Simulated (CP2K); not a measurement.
Consider trifluorotoluene at its PBE geometry (Å).

```xyz
15

F     2.7401    0.3557   -1.1480
C     2.1877    0.0346    0.0619
F     2.6500    0.9816    0.9403
F     2.7379   -1.1767    0.4005
C     0.6819    0.0001    0.0284
C     0.0098   -1.1819   -0.3028
C    -1.3868   -1.1934   -0.3427
C    -2.1100   -0.0311   -0.0582
C    -1.4336    1.1502    0.2604
C    -0.0390    1.1691    0.3039
H     0.5752   -2.0878   -0.5160
H    -1.9109   -2.1157   -0.5910
H    -3.1994   -0.0476   -0.0813
H    -1.9933    2.0579    0.4838
H     0.4903    2.0849    0.5609
```

Method: CP2K XAS_TDP, all-electron GAPW, PBEh(45%), aug-cc-pVDZ, TDA, no relativity.

Q: Where do the C K-edge lines lie, and how strong are they?

Leading lines: C2 288.93 eV, C5 281.67 eV, C6 281.30 eV, C7 281.42 eV and C8 281.21 eV. The leading line of an atom is its first one with 35 % of the strongest within 2.5 eV of its lowest line over the strength cut. 

The first six lines of each atom with a strength over 0.0015:

| atom | energy (eV) | states | strength, one atom |
| --- | --- | --- | --- |
| C2 (bonded to C and 3 F) | 288.93 | 1 | 0.0470 |
|  | 290.00 | 1 | 0.0876 |
|  | 290.98 | 1 | 0.0026 |
|  | 291.64 | 1 | 0.0220 |
|  | 291.91 | 1 | 0.0400 |
|  | 292.27 | 1 | 0.0219 |
| C5 (bonded to 3 C) | 281.67 | 1 | 0.0467 |
|  | 286.58 | 1 | 0.0079 |
|  | 286.79 | 1 | 0.0020 |
|  | 286.83 | 1 | 0.0024 |
|  | 287.73 | 1 | 0.0016 |
|  | 287.98 | 1 | 0.0037 |
| C6 (bonded to 2 C and H), 2 alike | 281.30 | 1 | 0.0536 |
|  | 284.89 | 1 | 0.0103 |
|  | 285.79 | 1 | 0.0039 |
|  | 286.35 | 1 | 0.0024 |
|  | 286.43 | 1 | 0.0030 |
|  | 287.32 | 1 | 0.0039 |
| C7 (bonded to 2 C and H), 2 alike | 281.42 | 1 | 0.0522 |
|  | 284.50 | 1 | 0.0116 |
|  | 285.63 | 1 | 0.0018 |
|  | 286.22 | 1 | 0.0039 |
|  | 286.25 | 1 | 0.0018 |
|  | 287.28 | 1 | 0.0040 |
| C8 (bonded to 2 C and H) | 281.21 | 1 | 0.0527 |
|  | 284.52 | 1 | 0.0117 |
|  | 285.79 | 1 | 0.0033 |
|  | 286.27 | 1 | 0.0038 |
|  | 287.25 | 1 | 0.0081 |
|  | 287.31 | 1 | 0.0043 |

Lines are vertical, at one geometry, with no vibrational structure. Without a correction of the core level, line positions, and the gaps between valence and Rydberg lines, follow the share of exact exchange. At this level such K lines come out 3 to 6 eV under measured ones. These values hold no scalar relativity, about 0.1 eV for C 1s. Rydberg lines, and the discretised continuum above threshold, depend on the basis and the box.

[Banner, clock and machine lines of the logs are left out without a mark of their own.]

[Logs are printed without paths, hosts, clocks, repeated set-up lines and the standing remarks that a program may print on its own settings, such as how far it seeks lower states.]

[Hosts, paths, dates, database ids (printed as entryN), source tags and the programs' standing remarks are cut or masked in the printed files.]
